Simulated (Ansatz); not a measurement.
# Where Ga_Mg puts its levels in the gap of MgO (Fm-3m)

Wanted: the transition levels of a substitutional impurity in MgO (Fm-3m), from a cell of 54 host atoms with 1 Mg taken out and 1 Ga put in.

Program: Ansatz 0.2.0. Level of theory: place-levels on r2SCAN runs: charge-transition levels and formation energies with image-charge correction and potential alignment at the atomic sites; PAW set soft_1. Results are calculated unless marked as measured.

**Measured values to reproduce.**

For MgO, rocksalt (bulk crystal), “Electronic structure of alkaline earth and post-transition metal oxides” (2009, arxiv:0908.1581) quotes earlier work: band gap (literature experimental gap) 7.83 eV [Literature value based on experiment; other listed experimental values range from 7.7 to …].

Report form: the programs' logs are mostly left out.

### 1. The structure

The cell holds 54 atoms: 26 Mg, 27 O and 1 Ga. Its edges and angles: a = 8.925 Å, b = 8.925 Å, c = 8.925 Å, α = 60.0°, β = 60.0°, γ = 60.0°. It derives from MgO (space group Fm-3m). Nearest the centre at fractional (0.667, 0.667, 0.333): Ga51 at 0.00 Å, O28 at 2.10 Å, O44 at 2.10 Å, O32 at 2.10 Å, O34 at 2.10 Å, O46 at 2.10 Å, O50 at 2.10 Å, Mg9 at 2.98 Å.

As a file:

```xyz
54
Lattice="0.0000 6.3112 6.3112 6.3112 0.0000 6.3112 6.3112 6.3112 0.0000" Properties=species:S:1:pos:R:3 pbc="T T T"
Mg    0.0000    0.0000    0.0000
O     2.1037    2.1037    2.1037
Mg    2.1037    2.1037    0.0000
O     4.2075    4.2075    2.1037
Mg    4.2075    4.2075    0.0000
O     6.3112    6.3112    2.1037
Mg    2.1037    0.0000    2.1037
O     4.2075    2.1037    4.2075
Mg    4.2075    2.1037    2.1037
O     6.3112    4.2075    4.2075
Mg    6.3112    4.2075    2.1037
O     8.4150    6.3112    4.2075
Mg    4.2075    0.0000    4.2075
O     6.3112    2.1037    6.3112
Mg    6.3112    2.1037    4.2075
O     8.4150    4.2075    6.3112
Mg    8.4150    4.2075    4.2075
O    10.5187    6.3112    6.3112
Mg    0.0000    2.1037    2.1037
O     2.1037    4.2075    4.2075
Mg    2.1037    4.2075    2.1037
O     4.2075    6.3112    4.2075
Mg    4.2075    6.3112    2.1037
O     6.3112    8.4150    4.2075
Mg    2.1037    2.1037    4.2075
O     4.2075    4.2075    6.3112
Mg    4.2075    4.2075    4.2075
O     6.3112    6.3112    6.3112
Mg    6.3112    6.3112    4.2075
O     8.4150    8.4150    6.3112
Mg    4.2075    2.1037    6.3112
O     6.3112    4.2075    8.4150
Mg    6.3112    4.2075    6.3112
O     8.4150    6.3112    8.4150
Mg    8.4150    6.3112    6.3112
O    10.5187    8.4150    8.4150
Mg    0.0000    4.2075    4.2075
O     2.1037    6.3112    6.3112
Mg    2.1037    6.3112    4.2075
O     4.2075    8.4150    6.3112
Mg    4.2075    8.4150    4.2075
O     6.3112   10.5187    6.3112
Mg    2.1037    4.2075    6.3112
O     4.2075    6.3112    8.4150
Mg    4.2075    6.3112    6.3112
O     6.3112    8.4150    8.4150
Mg    6.3112    8.4150    6.3112
O     8.4150   10.5187    8.4150
Mg    4.2075    4.2075    8.4150
O     6.3112    6.3112   10.5187
Ga    6.3112    6.3112    8.4150
O     8.4150    8.4150   10.5187
Mg    8.4150    8.4150    8.4150
O    10.5187   10.5187   10.5187
```

The host's dielectric constants go in as inputs: 3.24 for the electrons alone, 10.37 with the ions, from a response run on this crystal (DFPT, PBEsol) at that run's own cell.

The cell's shortest repeat is 8.9 Å.

### 2. What was run first

Levels follow from differences of total energies between charge states, each relaxed by itself.

Random displacements of about 0.05 Å break the site symmetry at the start, so that the relaxation can reach a distorted minimum if there is one. Forces are taken at one point at (¼, ¼, ¼). The cell holds 1 electron more than the neutral one, with a uniform background that keeps it neutral on the whole.

The sampling was tested on the host first: at the k-points planned (1x1x1 shifted 0.25 0.25 0.25) its energy lies 0.020 eV an atom from the dense-mesh value, under the bound of 0.02 eV set for this test; that bounds the host's error, not the defect's.

One state's input; the others differ in charge, spin, start and seed, and in occupations where the table says so.

Contents of qm1.relax/input.yaml:

```yaml
crystal:
  lattice:
    - [0.0, 2.10374764, 2.10374764]
    - [2.10374764, 0.0, 2.10374764]
    - [2.10374764, 2.10374764, 0.0]
  atoms:
    - { symbol: Mg, position: [0.0, 0.0, 0.0] }
    - { symbol: O, position: [0.5, 0.5, 0.5] }
  supercell: [3, 3, 3]
  defects: [{ substitution: { at: 50, symbol: Ga } }]
total_charge: -1
basis:
  ecutwfc: 500
  xc_grid: 2
hamiltonian:
  xc: r2scan
  pseudopotentials: { kind: paw, azcp: { folder: soft_1 } }
kpoints:
  mp_grid: { grid: [1, 1, 1], shift: [0.25, 0.25, 0.25] }
scf:
  occupations: { method: fixed }
  max_iter: 100
output:
  forces: true
  charged_corrections: { epsilon: 3.24, static_epsilon: 10.37 }
relax:
  f_tol: 0.02
  max_steps: 80
  random_displacement: { amplitude: 0.05, seed: 4625 }
checkpoint:
  write: "../qm1.relax.run"
  compress: false
  write_wavefunctions: true
  write_every: 100000
```

Command:

```console
> ansatz run input.yaml --threads 4 --pin off --max-ram 7536MiB --backend cpu --events-out ev --progress --plain --runs-dir out
```

The relaxed structure is kept and the sampling changed to a 2×2×2 shifted mesh.

The run of this state that the levels use, under r2SCAN:

Contents of qm1.point/input.yaml:

```yaml
crystal:
  checkpoint: "../qm1.relax.run"
  host: checkpoint
total_charge: -1
basis:
  ecutwfc: 500
  xc_grid: 2
hamiltonian:
  xc: r2scan
  pseudopotentials: { kind: paw, azcp: { folder: soft_1 } }
kpoints:
  mp_grid: { grid: [2, 2, 2], shift: [0.5, 0.5, 0.5] }
scf:
  occupations: { method: fermi_dirac, width: 0.01 }
  max_iter: 100
output:
  forces: true
  eigenvalues: true
  charged_corrections:
    epsilon: 3.24
    static_epsilon: 10.37
    defect_position: [0.666667, 0.666667, 0.333333]
  eigenstates: { localisation: true }
  populations: true
  band_densities: [{ bands: [v1, v1] }, { bands: [c1, c1] }]
  write_density: true
  write_potential: true
  volumetric_format: npy
checkpoint:
  read: "../qm1.relax.run"
  write: "../qm1.point.run"
  compress: false
  write_wavefunctions: false
  write_every: 100000
```

Relaxations under r2SCAN at one point at (¼, ¼, ¼); times on 4 threads of Arm Neoverse N1, shared host:

```
charge  moment (μB)  occupations    outcome  steps  largest displacement against the far atoms (Å)     time
    −1            0        fixed  converged      5                                            0.18  1.8 min
     0            1        fixed  converged      4                                            0.06  3.5 min
    +1            0        fixed  converged      5                                            0.07    100 s
```

Single points under r2SCAN at a 2×2×2 shifted mesh; times on 4 threads of Arm Neoverse N1, shared host:

```
charge  moment (μB)  occupations    outcome     time
    −1            0  fermi-dirac  converged  1.8 min
     0            1  fermi-dirac  converged  4.6 min
    +1            0  fermi-dirac  converged  1.8 min
```

Distances (Å) from Ga51 to the nearest atoms after relaxation with r2SCAN:

```
charge  moment (μB)      1.      2.      3.      4.      5.      6.
    −1            0  O 2.28  O 2.28  O 2.28  O 2.28  O 2.28  O 2.28
     0            1  O 2.16  O 2.16  O 2.16  O 2.16  O 2.16  O 2.16
    +1            0  O 2.03  O 2.03  O 2.03  O 2.03  O 2.03  O 2.03
```

### 3. place-levels, r2SCAN

A charged cell interacts with its images and the background, and its potential has another zero than the host's. place-levels removes the first by a point-charge model, screened by the static dielectric constant since the ions have relaxed around the charge, and the second by comparing potentials at atoms far from the defect.

The host is a run of the defect-free crystal in the same cutoffs, grids and k-points, so that basis and sampling errors cancel in part in the differences. The host is run in a cell of 2 atoms on a matching mesh. Its band edges are searched through the zone by a band path, so the gap is smaller than, or equal to, that on the mesh. Chemical potentials are energies per atom of Mg (hcp) and Ga (alpha-Ga (Cmce)), run with the same functional and cutoff.

Contents of levels.point.yaml:

```yaml
host:
  run: host.point.run
states: [qm1.point.run, q0_M1.point.run, qp1.point.run]
geometry_from:
  qm1.point.run: qm1.relax.run
  q0_M1.point.run: q0_M1.relax.run
  qp1.point.run: qp1.relax.run
chemical_potentials:
  Mg:
    energy: -1926.407918
    dataset: "<sha256 of the dataset>"
  Ga:
    energy: -3790.270342
    dataset: <sha256 of the dataset>
epsilon: 3.24
static_epsilon: 10.37
vertical:
  - { from: qm1.point.run, to: qm1.point_neutral.run }
  - { from: qp1.point.run, to: qp1.point_neutral.run }
```

Command:

```console
> ansatz place-levels levels.point.yaml -- --threads 4 --pin off --max-ram 7536MiB
```

Elapsed: 0.51 s, on 4 threads of Arm Neoverse N1, shared host.

Levels between the charges placed, in eV above the valence top:

```
        gap (eV)  (+1/0)  (0/−1)
r2SCAN      5.68    5.11    4.88
```

Corrections by state:

```
charge  moment (μB)  image terms and alignment (eV)  band filling (eV)  ε used  over the lowest of its charge, as the program ranks them, band filling apart (eV)
    +1          0.0                           0.365                  -   10.37                                                                              0.000
     0          1.0                           0.000                  -       -                                                                              0.000
    −1          0.0                           0.113                  -   10.37                                                                              0.000
```

The charged structures listed were also run neutral, and place-levels reads from each pair, by the potential or the spins, how wide the charge is by which they differ; that can be the carrier of either run.

```
charge  rms radius (Å)  spread where it is widest against the cell (Å)  wide from (Å)  reading
    +1             2.9                                            1.70           1.26     wide
    −1             1.9                                            1.09           1.26   narrow
```

The neutral runs of these pairs need not share the spin of the lowest neutral state, and very wide values only mean spread over the cell.

From the program's caveats on the states, each cut to its opening words:

- charge +1: it parts from the run at its places by a charge that spreads by about 1.7 Å along one vector (1.3 Å or more is wide), by its potential at epsilon 3.24, taken [...]
- charge +1, 0 (1 μB), −1: its alignment with the host at atomic sites is doubtful: the cell is too small to show whether the defect's potential has decayed: take a larger one
- charge 0 (1 μB): flagged: stability check not made

The host's formation energy from the elements is -2.963 eV per atom; it sets how far the chemical potentials can move.

Limit set by the element alone; other compounds of these elements are not counted. Chemical potentials from the elements' reference states: Mg 0.00 eV, O -5.93 eV, Ga 0.00 eV. Formation energies (Mg-rich), with the Fermi level at the valence top and at the conduction bottom (gap 5.68 eV):

```
charge  at valence top (eV)  at conduction bottom (eV)  correction included (eV)
    +1                 0.03                       5.70                      0.36
     0                 5.14                       5.14                      0.00
    −1                10.02                       4.34                      0.11
```

Fermi level (eV), lowest formation energy (eV) and a bar:
```
     0.00       0.03 
     0.52       0.54 ###
     1.03       1.06 ######
     1.55       1.57 ##########
     2.06       2.09 #############
     2.58       2.60 ################
     3.10       3.13 ###################
     3.61       3.64 ######################
     4.13       4.16 ##########################
     4.65       4.67 #############################
     5.16       4.86 ##############################
     5.68       4.34 ###########################
```

Limit set by the element alone; other compounds of these elements are not counted. Chemical potentials from the elements' reference states: O 0.00 eV, Mg -5.93 eV, Ga 0.00 eV. Formation energies (O-rich), with the Fermi level at the valence top and at the conduction bottom (gap 5.68 eV):

```
charge  at valence top (eV)  at conduction bottom (eV)  correction included (eV)
    +1                -5.90                      -0.22                      0.36
     0                -0.79                      -0.79                      0.00
    −1                 4.10                      -1.58                      0.11
```

```csv
Fermi level (eV),lowest formation energy (eV)
0.00,-5.90
0.52,-5.38
1.03,-4.87
1.55,-4.35
2.06,-3.84
2.58,-3.32
3.10,-2.80
3.61,-2.28
4.13,-1.77
4.65,-1.25
5.16,-1.06
5.68,-1.58
```

### 4. The same at the relaxations' own k-points

The relaxations' own energies give the levels at their sampling, for comparison.

Contents of levels.relax_mesh.yaml:

```yaml
host:
  run: host.relax.run
states: [qm1.relax.run, q0_M1.relax.run, qp1.relax.run]
chemical_potentials:
  Mg:
    energy: -1926.407918
    dataset: "<sha256 of the dataset>"
  Ga:
    energy: -3790.270342
    dataset: <sha256 of the dataset>
```

Command:

```console
> ansatz place-levels levels.relax_mesh.yaml -- --threads 4 --pin off --max-ram 7536MiB
```

The job ended after 0.17 s (4 threads).

Levels between neighbouring charges, in eV above the valence top:

```
                        gap (eV)  (+1/0)  (0/−1)
one point at (¼, ¼, ¼)      5.66    4.92    4.77
  a 2×2×2 shifted mesh      5.68    5.11    4.88
```

Going from one point at (¼, ¼, ¼) to a 2×2×2 shifted mesh moves the levels that carry no band-filling term by up to 0.19 eV and formation energies against the elements by up to 0.24 eV.

### 5. Outcome

* gap of the host: 5.68 eV (r2SCAN)
* level (plus 1/0): 5.11 eV above the valence top, not a change between lowest states
* level (0/minus 1): 4.88 eV above the valence top, not a change between lowest states
* level (plus 1/minus 1): 5.00 eV above the valence top
* lowest of the charges placed, just above the valence top (0.02 eV): +1
* lowest of the charges placed, just below the conduction bottom (0.02 eV): −1
* lowest formation energy at mid-gap of the charges run, Mg-rich: 2.86 eV
* lowest formation energy at mid-gap of the charges run, O-rich: -3.06 eV

In words: Of the charges placed (−1, 0 and +1), the lowest changes at 5.00 eV (+1/−1) above the valence top, in a gap of 5.68 eV. (+1/−1) passes over charge 0, which lies 0.12 eV above the two there; a lower structure or spin state of it, if missed, would change that. Charges above +1 and below −1 were not placed, so these runs say nothing of levels that involve them. States placed: +1 at 0 μB; 0 at 1 μB; −1 at 0 μB. Other spin states or structures, where not listed, weren't placed. Ga is taken at its element; compounds, which aren't counted here, bound the chemical potentials and would shift these formation energies. The lowest formation energy (O-rich) is negative across the gap, so the defect would form by itself: these chemical potentials lie beyond what competing compounds allow, or the host is unstable against it. Going from one point at (¼, ¼, ¼) to a 2×2×2 shifted mesh moves the levels that carry no band-filling term by up to 0.19 eV and formation energies against the elements by up to 0.24 eV. The program doubts the alignment of potentials for at least one state, a sign that the cell is small. Keep in mind: the images are only 8.9 Å apart; r2SCAN makes the gap too small and tends to spread out bound carriers; where a gas molecule sets a chemical potential or the host's formation energy, its binding is uncorrected; force components of up to 0.25 eV/Å remain in a run at the final settings.

Calculation against experiment:

| quantity | measured | r2SCAN |
| --- | --- | --- |
| band gap (least gap of the host) (eV) | 7.83 | 5.68 (-2.15 eV) |

Measured values from arxiv:0908.1581 (2009).

How well it matches: The band gap is off by -2.15 eV: a clear miss. Local and semilocal functionals usually give gaps below the measured ones. Zero-point and thermal motion shift the measured gap.

[Logs are printed without paths, hosts, clocks, repeated set-up lines and the standing remarks that a program may print on its own settings, such as how far it seeks lower states.]

[Hosts, paths, dates, database ids (printed as entryN), source tags and the programs' standing remarks are cut or masked in the printed files.]

[Where a table of states has a column of steps, it counts the stored structures, which are thinned; the runs took as many ionic steps or more.]

[A defect's name tells the site on which it was built; relaxed atoms can leave that site.]

[For some hosts the program warned that the k-mesh of the response run may be too coarse for force constants and the static dielectric constant; such warnings are not shown here.]
